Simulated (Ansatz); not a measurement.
# Pb wire along [100], 16 atoms a period: bands by functional and under strain, part 2 of 3

Aim: is the Pb wire along [100], 16 atoms a period a metal or a semiconductor?

Ansatz 0.2.0; DFT PBE, plane waves, PAW; relaxation of a wire's period (the session's first sound run).

So far. Step 2 (Relaxation of atoms and period): The cell's length comes to 4.457 Å with spin left out.

## (3) The perfect wire

This step: DFT PBE, plane waves, PAW; bands of a perfect wire (Ansatz 0.2.0).

At the relaxed period the bands are computed along the axis; those that cross an energy going forward count the channels that a perfect wire would open there.

Contents of input.yaml:

```yaml
crystal:
  lattice:
    - [14.345, 0.0, 0.0]
    - [0.0, 14.345, 0.0]
    - [0.0, 0.0, 4.4572823582]
  atoms:
    - { symbol: Pb, position: [0.242000505, 0.242000505, 0.0] }
    - { symbol: Pb, position: [0.224041322, 0.594137243, 0.0] }
    - { symbol: Pb, position: [0.405661696, 0.405661696, 0.0] }
    - { symbol: Pb, position: [0.405862757, 0.775958678, 0.0] }
    - { symbol: Pb, position: [0.594137243, 0.224041322, 0.0] }
    - { symbol: Pb, position: [0.594338304, 0.594338304, 0.0] }
    - { symbol: Pb, position: [0.775958678, 0.405862757, 0.0] }
    - { symbol: Pb, position: [0.757999495, 0.757999495, 0.0] }
    - { symbol: Pb, position: [0.224041322, 0.405862757, 0.5] }
    - { symbol: Pb, position: [0.242000505, 0.757999495, 0.5] }
    - { symbol: Pb, position: [0.405862757, 0.224041322, 0.5] }
    - { symbol: Pb, position: [0.405661696, 0.594338304, 0.5] }
    - { symbol: Pb, position: [0.594338304, 0.405661696, 0.5] }
    - { symbol: Pb, position: [0.594137243, 0.775958678, 0.5] }
    - { symbol: Pb, position: [0.757999495, 0.242000505, 0.5] }
    - { symbol: Pb, position: [0.775958678, 0.594137243, 0.5] }
kpoints:
  mp_grid: { grid: [1, 1, 18] }
  band_path: { path: ["Γ", Z], npoints: 50 }
scf:
  occupations: { method: fermi_dirac, width: 0.05 }
hamiltonian:
  xc: pbe
output:
  dos: { e_range: [-5, 4] }
  write_potential: true
  write_density: true
  volumetric_format: npy
  elf: true
```

Run with:

```
$ ansatz run input.yaml --threads 8 --pin off --max-ram 16384MiB --backend cpu --events-out ev --progress --plain --runs-dir out
```

Numbers of over 12 decimals in the logs are rounded to 6 here.

What it wrote:

```text
[...]
Crystal: 16 atoms, lattice volume = 917.215 Å³
Basis set: ecut = 420 eV, 17931 PW (Γ)
Bands: 135, of which v1, the nominal top of the filled ones, is band 112 counted from 1 (111 counted from 0)
Symmetry: 16 space group operations
[...]
k-points: 10 of 18
[...]
SCF iter   1: F=—  HF=-190499.475509 eV  |F-HF|=—  |Δ(HF+E_count)|=         —  Δρ=1.55e-3  dr2=7.02e-2  ethr=1.77e-3  ⟨swp⟩=6.3  Hψ=5190  notcnv=0  defer=24
[...]
SCF iter   8: F=-190499.473635 eV  HF=-190499.473635 eV  |F-HF|=1.08e-9  |Δ(HF+E_count)|=   3.94e-8  Δρ=8.47e-7  dr2=8.33e-9  ethr=4.46e-11  ⟨swp⟩=10.6  Hψ=4503  notcnv=0
SCF 1 converged in 8 iterations: F = -190499.473635 eV  dr2 = 8.33e-9
[...]
NSCF: frozen V_eff on 51 k-points
WARN: The output density's exchange-correlation potential varies sharply where the density is thin. Do not read a vacuum level from v_tot or v_xc, or from such a field of the output density. On a cell that repeats whose density bears no net charge and no dipole along the vacuum's axis use v_es (v_loc + v_h of the components); under efield.dipole_correction with no amplitude use v_es + v_field, which holds any externa [...]
SCF converged after 8 iterations
Free energy (F): -190499.473635 eV
[...]
Internal energy: -190499.423840 eV  (E = F + TS)
E sigma→0 (E₀):  -190499.448737 eV
Entropy (-TS):   -0.049794 eV (-3.112 meV/atom)
Fermi energy:    4.000587 eV
[...]
--- Band table (eV; the first three rows and the last of 10) ---
  k-point 0: bands = [... 108 lower, 3.8181, 3.8181, 3.9260, 4.1444, 4.6751, 4.8133, 4.8649, 5.0421, ... 19 higher]
  k-point 1: bands = [... 108 lower, 3.8567, 4.1014, 4.1083, 4.1083, 4.7183, 4.7183, 4.7461, 4.8630, ... 19 higher]
  k-point 2: bands = [... 108 lower, 3.5913, 3.9663, 3.9663, 4.1663, 4.5952, 4.7273, 4.7273, 5.0558, ... 19 higher]
  k-point 9: bands = [... 108 lower, 3.0347, 3.0347, 3.2807, 3.2807, 3.8912, 3.8912, 4.3873, 4.3873, ... 19 higher]
```

Run time: 44 s. Hardware: 8 threads of Intel Xeon at 2.70GHz, shared host; peak memory 6.5 GiB; 5.4 min of CPU time.

Numbers from this step:

| Item | Value |
| --- | --- |
| energy at zero smearing | -190499.4487 eV |
| band gap | 0 eV |

The electronic bands at the labelled points (eV, zero at the Fermi level; # counts the bands kept):

```csv
point,#24,#25,#26,#27,#28,#29,#30,#31
Γ,-0.18,-0.07,0.14,0.67,0.81,0.86,1.04,1.04
halfway,-0.90,-0.40,-0.36,-0.33,0.29,0.68,0.68,1.06
Z,-0.97,-0.72,-0.72,-0.11,-0.11,0.39,0.39,1.19
```

Electrostatic potential energy in the ca plane at fractional y = 0.406, with atoms of Pb within 0.2 Å of it. With pseudopotentials it is smooth inside the atoms' cores, unlike the true potential.

Ten even steps from '0' (-37 eV) to '9' (8 eV), each cell a mean:
```
99999999999999
99999999999999
99999999999999
56799999999875
10168999998400
31058999998302
12589999998741
88999877889988
99986200147999
99973023105899
99985100037999
99998876789999
45789999999864
10168999998401
20068999998301
23689999999752
89998876789998
99985100037999
99973023105899
99986200037999
99999877889999
99999999999999
99999999999999
99999999999999
```
Columns run along c (4.5 Å; values clipped at the 3rd and 97th percentile), rows up along a (14.3 Å). Atoms in or near the plane, at fractional coordinates: Pb at (0.00, 0.41), Pb at (0.00, 0.78), Pb at (0.50, 0.22), Pb at (0.50, 0.59).

ELF in the ca plane at fractional y = 0.406, with atoms of Pb within 0.2 Å of it. It is the smooth field of the valence electrons, not physical close to the nuclei.

Values, 24 rows by 14 columns, each cell a mean:
```
0.02 0.02 0.01 0.01 0.01 0.00 0.00 0.00 0.00 0.00 0.01 0.01 0.02 0.02
0.23 0.20 0.16 0.10 0.06 0.03 0.02 0.02 0.02 0.04 0.07 0.12 0.18 0.22
0.45 0.44 0.40 0.30 0.18 0.09 0.05 0.04 0.06 0.12 0.22 0.35 0.42 0.45
0.44 0.44 0.44 0.41 0.32 0.18 0.10 0.08 0.12 0.24 0.37 0.43 0.44 0.44
0.11 0.22 0.39 0.40 0.36 0.24 0.14 0.12 0.17 0.29 0.38 0.42 0.33 0.16
0.02 0.10 0.33 0.38 0.33 0.24 0.17 0.15 0.19 0.28 0.35 0.39 0.24 0.05
0.32 0.35 0.35 0.31 0.27 0.22 0.19 0.19 0.20 0.24 0.28 0.33 0.36 0.34
0.28 0.27 0.26 0.25 0.26 0.29 0.31 0.32 0.30 0.28 0.26 0.25 0.26 0.27
0.18 0.20 0.24 0.31 0.36 0.37 0.29 0.26 0.33 0.38 0.34 0.29 0.22 0.19
0.12 0.16 0.27 0.36 0.40 0.23 0.03 0.01 0.07 0.33 0.40 0.33 0.22 0.14
0.11 0.14 0.22 0.34 0.40 0.37 0.24 0.20 0.29 0.40 0.38 0.29 0.18 0.12
0.28 0.25 0.21 0.22 0.28 0.35 0.39 0.40 0.38 0.33 0.26 0.20 0.23 0.26
0.40 0.40 0.38 0.30 0.22 0.18 0.19 0.20 0.18 0.19 0.25 0.34 0.39 0.41
0.08 0.18 0.37 0.39 0.32 0.20 0.12 0.11 0.14 0.25 0.35 0.41 0.30 0.12
0.03 0.12 0.34 0.38 0.32 0.23 0.15 0.14 0.17 0.27 0.34 0.40 0.26 0.07
0.35 0.37 0.36 0.31 0.27 0.23 0.21 0.21 0.22 0.24 0.28 0.33 0.37 0.36
0.26 0.26 0.25 0.25 0.27 0.29 0.31 0.32 0.31 0.28 0.26 0.25 0.25 0.26
0.17 0.19 0.25 0.31 0.36 0.35 0.25 0.21 0.29 0.37 0.34 0.29 0.22 0.18
0.14 0.19 0.29 0.36 0.40 0.22 0.02 0.01 0.07 0.32 0.39 0.34 0.25 0.16
0.11 0.16 0.28 0.39 0.42 0.40 0.29 0.26 0.34 0.42 0.41 0.36 0.23 0.13
0.07 0.10 0.19 0.34 0.42 0.45 0.45 0.45 0.45 0.44 0.40 0.28 0.15 0.08
0.03 0.05 0.08 0.17 0.27 0.35 0.40 0.40 0.38 0.32 0.23 0.13 0.07 0.04
0.01 0.01 0.02 0.04 0.07 0.10 0.13 0.13 0.12 0.09 0.06 0.03 0.02 0.01
0.00 0.00 0.00 0.00 0.00 0.00 0.01 0.01 0.01 0.00 0.00 0.00 0.00 0.00
```
Columns run along c (4.5 Å), rows up along a (14.3 Å). Atoms in or near the plane, at fractional coordinates: Pb at (0.00, 0.41), Pb at (0.00, 0.78), Pb at (0.50, 0.22), Pb at (0.50, 0.59).

Valence density in the ca plane at fractional y = 0.406, with atoms of Pb within 0.2 Å of it. It is the smooth field of the valence electrons, not physical close to the nuclei.

Values in units of 1e0 e/Å³, 24 rows by 14 columns, each cell a mean:
```
0.0 0.0 0.0 0.0 0.0 0.0 0.0 0.0 0.0 0.0 0.0 0.0 0.0 0.0
0.0 0.0 0.0 0.0 0.0 0.0 0.0 0.0 0.0 0.0 0.0 0.0 0.0 0.0
0.1 0.1 0.1 0.0 0.0 0.0 0.0 0.0 0.0 0.0 0.0 0.0 0.1 0.1
0.7 0.6 0.3 0.1 0.1 0.0 0.0 0.0 0.0 0.0 0.1 0.2 0.4 0.6
5.3 3.6 1.5 0.5 0.2 0.1 0.0 0.0 0.1 0.1 0.2 0.8 2.2 4.4
8.0 5.3 2.1 0.6 0.2 0.1 0.1 0.1 0.1 0.1 0.3 1.0 3.2 6.5
1.9 1.3 0.6 0.3 0.1 0.1 0.1 0.1 0.1 0.1 0.2 0.4 0.9 1.6
0.2 0.2 0.2 0.1 0.2 0.2 0.3 0.3 0.3 0.2 0.2 0.1 0.2 0.2
0.1 0.1 0.1 0.2 0.5 1.3 2.6 3.0 2.1 0.9 0.4 0.2 0.1 0.1
0.1 0.1 0.1 0.3 1.0 3.3 7.2 8.6 5.6 2.2 0.7 0.2 0.1 0.1
0.1 0.1 0.1 0.2 0.6 1.6 3.2 3.8 2.6 1.1 0.4 0.2 0.1 0.1
0.1 0.1 0.1 0.1 0.2 0.3 0.4 0.4 0.4 0.2 0.2 0.1 0.1 0.1
1.0 0.7 0.4 0.2 0.1 0.1 0.1 0.1 0.1 0.1 0.1 0.3 0.5 0.8
6.1 4.1 1.7 0.5 0.2 0.1 0.1 0.1 0.1 0.1 0.3 0.8 2.5 5.0
7.4 4.9 2.0 0.6 0.2 0.1 0.1 0.1 0.1 0.1 0.3 0.9 3.0 6.0
1.5 1.1 0.5 0.2 0.1 0.1 0.1 0.1 0.1 0.1 0.2 0.3 0.7 1.3
0.2 0.2 0.1 0.1 0.2 0.3 0.4 0.4 0.3 0.2 0.2 0.1 0.1 0.2
0.1 0.1 0.1 0.2 0.6 1.5 3.1 3.6 2.5 1.1 0.4 0.2 0.1 0.1
0.1 0.1 0.1 0.3 1.1 3.3 7.2 8.7 5.6 2.2 0.7 0.2 0.1 0.1
0.0 0.0 0.1 0.2 0.5 1.4 2.7 3.1 2.2 0.9 0.4 0.1 0.1 0.0
0.0 0.0 0.0 0.1 0.1 0.2 0.3 0.3 0.3 0.2 0.1 0.0 0.0 0.0
0.0 0.0 0.0 0.0 0.0 0.0 0.0 0.0 0.0 0.0 0.0 0.0 0.0 0.0
0.0 0.0 0.0 0.0 0.0 0.0 0.0 0.0 0.0 0.0 0.0 0.0 0.0 0.0
0.0 0.0 0.0 0.0 0.0 0.0 0.0 0.0 0.0 0.0 0.0 0.0 0.0 0.0
```
Columns run along c (4.5 Å), rows up along a (14.3 Å). Atoms in or near the plane, at fractional coordinates: Pb at (0.00, 0.41), Pb at (0.00, 0.78), Pb at (0.50, 0.22), Pb at (0.50, 0.59).

Between Γ and Z the bands cross the Fermi level 7 times, so a perfect wire would conduct at least 7 G₀, with spin left out.

## (4) Levels at the same atoms, k-mesh 1×1×14

This step: DFT LDA, plane waves, PAW; bands of a perfect wire at the PBE geometry (Ansatz 0.2.0).

The atoms stay at the PBE geometry and the functional changes. At fixed atoms LDA and the gradient-corrected functionals usually give like bands; this run checks that. Against the first PBE run of this kind, the mesh along the wire has 14 points against 18.

Changes to input.yaml since step 3:

```diff
@@ -23,3 +23,3 @@
 kpoints:
-  mp_grid: { grid: [1, 1, 18] }
+  mp_grid: { grid: [1, 1, 14] }
   band_path: { path: ["Γ", Z], npoints: 50 }
@@ -28,8 +28,2 @@
 hamiltonian:
-  xc: pbe
-output:
-  dos: { e_range: [-5, 4] }
-  write_potential: true
-  write_density: true
-  volumetric_format: npy
-  elf: true
+  xc: lda
```

What it wrote:

```text
[...]
Crystal: 16 atoms, lattice volume = 917.215 Å³
Basis set: ecut = 420 eV, 17931 PW (Γ)
Bands: 135, of which v1, the nominal top of the filled ones, is band 112 counted from 1 (111 counted from 0)
Symmetry: 16 space group operations
[...]
k-points: 8 of 14
[...]
SCF iter   1: F=—  HF=-185632.519051 eV  |F-HF|=—  |Δ(HF+E_count)|=         —  Δρ=3.81e-3  dr2=1.87e-1  ethr=1.77e-3  ⟨swp⟩=6.1  Hψ=4086  notcnv=0  defer=18
[...]
SCF iter   8: F=-185632.490400 eV  HF=-185632.490400 eV  |F-HF|=1.25e-8  |Δ(HF+E_count)|=   3.13e-8  Δρ=1.35e-6  dr2=2.27e-8  ethr=4.46e-11  ⟨swp⟩=11.1  Hψ=3951  notcnv=0
SCF 1 converged in 8 iterations: F = -185632.490400 eV  dr2 = 2.27e-8
[...]
SCF converged after 8 iterations
Free energy (F): -185632.490400 eV
[...]
Internal energy: -185632.453612 eV  (E = F + TS)
E sigma→0 (E₀):  -185632.472006 eV
Entropy (-TS):   -0.036788 eV (-2.299 meV/atom)
Fermi energy:    3.648613 eV
[...]
--- Band table (eV; the first three rows and the last of 8) ---
  k-point 0: bands = [... 108 lower, 3.4755, 3.4755, 3.5872, 3.7877, 4.3212, 4.4576, 4.5131, 4.6778, ... 19 higher]
  k-point 1: bands = [... 108 lower, 3.3676, 3.8020, 3.8317, 3.8317, 4.2616, 4.2616, 4.3639, 4.5774, ... 19 higher]
  k-point 2: bands = [... 108 lower, 3.3015, 3.3265, 3.3265, 3.7993, 4.1098, 4.4895, 4.5041, 4.5041, ... 19 higher]
  k-point 7: bands = [... 108 lower, 2.6964, 2.6964, 2.9533, 2.9533, 3.5600, 3.5600, 4.0500, 4.0500, ... 19 higher]
```

Run time: 34 s. Hardware: 8 threads; peak memory 6.1 GiB; 4 min of CPU time.

This step gave:

* energy at zero smearing: -185632.4720 eV

Electronic bands along the path, in eV, zero at the Fermi level; # counts the bands kept:

```
  point    #24    #25    #26    #27    #28   #29   #30   #31
      Γ  -0.17  -0.06   0.14   0.67   0.81  0.86  1.03  1.03
halfway  -0.88  -0.39  -0.36  -0.32   0.28  0.69  0.69  1.07
      Z  -0.95  -0.70  -0.70  -0.09  -0.09  0.40  0.40  1.20
```

Bands cross the Fermi level, as under PBE at the relaxed period.

## (5) Another level of theory, k-mesh 1×1×14

This step: DFT PBEsol, plane waves, PAW; bands of a perfect wire at the PBE geometry (Ansatz 0.2.0).

The atoms stay at the PBE geometry and the functional changes. At fixed atoms LDA and the gradient-corrected functionals usually give like bands; this run checks that. Against the first PBE run of this kind, the mesh along the wire has 14 points against 18.

Changes to input.yaml since step 4:

```diff
@@ -28,2 +28,2 @@
 hamiltonian:
-  xc: lda
+  xc: pbesol
```

What it wrote:

```text
[...]
Crystal: 16 atoms, lattice volume = 917.215 Å³
Basis set: ecut = 420 eV, 17931 PW (Γ)
Bands: 135, of which v1, the nominal top of the filled ones, is band 112 counted from 1 (111 counted from 0)
Symmetry: 16 space group operations
[...]
k-points: 8 of 14
[...]
--- Band table (eV; the first three rows and the last of 8) ---
  k-point 0: bands = [... 108 lower, 3.6816, 3.6816, 3.7907, 4.0056, 4.5586, 4.6790, 4.7300, 4.9107, ... 19 higher]
  k-point 1: bands = [... 108 lower, 3.5766, 4.0115, 4.0440, 4.0440, 4.4832, 4.4832, 4.5784, 4.8243, ... 19 higher]
  k-point 2: bands = [... 108 lower, 3.5131, 3.5353, 3.5353, 4.0154, 4.3183, 4.7227, 4.7227, 4.7338, ... 19 higher]
  k-point 7: bands = [... 108 lower, 2.8940, 2.8940, 3.1580, 3.1580, 3.7629, 3.7629, 4.2552, 4.2552, ... 19 higher]
[key lines of the parts left out:]
SCF converged after 7 iterations
Free energy (F): -188074.726436 eV
Fermi energy:    3.857352 eV
```

Run time: 39 s. Hardware: 8 threads; peak memory 6.1 GiB; 4.7 min of CPU time.

Bands cross the Fermi level, as under PBE at the relaxed period.

## (6) Another level of theory, cutoff 500 eV, k-mesh 1×1×14

This step: DFT r2SCAN, plane waves, PAW; bands of a perfect wire at the PBE geometry (Ansatz 0.2.0).

The atoms stay at the PBE geometry and the functional changes. r2SCAN also reads the kinetic-energy density; it often gives larger moments and wider gaps than PBE, at a higher cost. Against the first PBE run of this kind, the cutoff is 500 eV against 420 and the mesh along the wire has 14 points against 18.

Changes to input.yaml since step 5:

```diff
@@ -28,2 +28,2 @@
 hamiltonian:
-  xc: pbesol
+  xc: r2scan
```

What it wrote:

```text
[...]
Crystal: 16 atoms, lattice volume = 917.215 Å³
Basis set: ecut = 500 eV, 23249 PW (Γ), exchange–correlation on 432×432×144 points (64 copies of the dense FFT grid, shifted against one another)
Bands: 135, of which v1, the nominal top of the filled ones, is band 112 counted from 1 (111 counted from 0)
Symmetry: 16 space group operations
[...]
k-points: 8 of 14
[...]
--- Band table (eV; the first three rows and the last of 8) ---
  k-point 0: bands = [... 108 lower, 3.7317, 3.7317, 3.7469, 4.0579, 4.6716, 4.7323, 4.7691, 5.0340, ... 19 higher]
  k-point 1: bands = [... 108 lower, 3.5950, 4.0275, 4.0759, 4.0759, 4.5817, 4.5817, 4.6351, 4.9218, ... 19 higher]
  k-point 2: bands = [... 108 lower, 3.4915, 3.5591, 3.5591, 4.0377, 4.3662, 4.7722, 4.7722, 4.8711, ... 19 higher]
  k-point 7: bands = [... 108 lower, 2.8734, 2.8734, 3.1050, 3.1050, 3.7739, 3.7739, 4.3118, 4.3118, ... 19 higher]
[key lines of the parts left out:]
SCF converged after 9 iterations
Free energy (F): -190730.482236 eV
Fermi energy:    3.878648 eV
```

Elapsed: 76 s, on 8 threads; peak memory 9 GiB.

Electronic bands along the path, in eV, zero at the Fermi level; # counts the bands kept:

```
  point    #22    #23    #24    #25    #26   #27   #28   #29
      Γ  -0.15  -0.13   0.18   0.79   0.85  0.89  1.16  1.16
halfway  -0.95  -0.43  -0.35  -0.32   0.37  0.74  0.74  1.23
      Z  -1.01  -0.77  -0.77  -0.10  -0.10  0.43  0.43  1.29
```

Bands cross the Fermi level, as under PBE at the relaxed period.

## (7) With spin-orbit coupling, k-mesh 1×1×12

This step: DFT PBE, plane waves, fully relativistic PAW; bands of a perfect wire with spin-orbit coupling (Ansatz 0.2.0).

Spin-orbit coupling mixes the spins and splits bands that cross or touch without it, so it can open or close channels. Fully relativistic datasets take the place of the scalar ones. Against the first PBE run of this kind, the mesh along the wire has 12 points against 18.

Changes to input.yaml since step 6:

```diff
@@ -23,3 +23,3 @@
 kpoints:
-  mp_grid: { grid: [1, 1, 14] }
+  mp_grid: { grid: [1, 1, 12] }
   band_path: { path: ["Γ", Z], npoints: 50 }
@@ -28,2 +28,6 @@
 hamiltonian:
-  xc: r2scan
+  xc: pbe
+  pseudopotentials: { kind: paw_fr }
+magnetization:
+  noncollinear: true
+  spin_orbit: true
```

What it wrote:

```text
[...]
non-collinear run that drives no moment, with spin-orbit: no starting moment large enough to seed its density (crystal.atoms[].spin), no starting occupations that ask for one, no magnetisation constraint and no magnetic field, so the semilocal B_xc is pinned to zero
Crystal: 16 atoms, lattice volume = 917.215 Å³
Basis set: ecut = 420 eV, 17931 PW (Γ)
[...]
k-point 0: bands = [... 220 lower, 3.9506, 3.9506, 4.2289, 4.2289, 4.5016, 4.5016, 4.6987, 4.6987, ... 42 higher]
  k-point 1: bands = [... 220 lower, 4.0798, 4.0798, 4.2127, 4.2127, 4.3730, 4.3730, 4.5782, 4.5782, ... 42 higher]
  k-point 2: bands = [... 220 lower, 3.7092, 3.7092, 3.9836, 3.9836, 4.2350, 4.2350, 4.4330, 4.4330, ... 42 higher]
  k-point 6: bands = [... 220 lower, 3.2130, 3.2130, 3.2130, 3.2130, 3.9951, 3.9951, 3.9951, 3.9951, ... 42 higher]
[key lines of the parts left out:]
SCF converged after 9 iterations
Magnetization: |M| = 0.0000 μB,  M = (+0.0000, +0.0000, +0.0000) μB
Free energy (F): -191119.232467 eV
Fermi energy:    4.007387 eV
```

The job ended after 15 min (8 threads; peak memory 14 GiB; 1.9 h of CPU time).

This step gave:

```yaml
energy_at_zero_smearing: -191119.2031 eV
```

The electronic bands at the labelled points (eV, zero at the Fermi level; # counts the bands kept):

```
  point    #29    #30    #31    #32    #33    #34    #35    #36
      Γ  -0.10  -0.10  -0.06  -0.06   0.22   0.22   0.49   0.49
halfway  -0.70  -0.70  -0.47  -0.47  -0.43  -0.43  -0.37  -0.37
      Z  -1.27  -1.27  -0.79  -0.79  -0.79  -0.79  -0.01  -0.01
```

Bands cross the Fermi level, as under PBE at the relaxed period, with no moment.

(Continued in part 3 of 3.)

[Logs are printed without paths, hosts, clocks, repeated set-up lines and the standing remarks that a program may print on its own settings, such as how far it seeks lower states.]

[Hosts, paths, dates, database ids (printed as entryN), source tags and the programs' standing remarks are cut or masked in the printed files.]
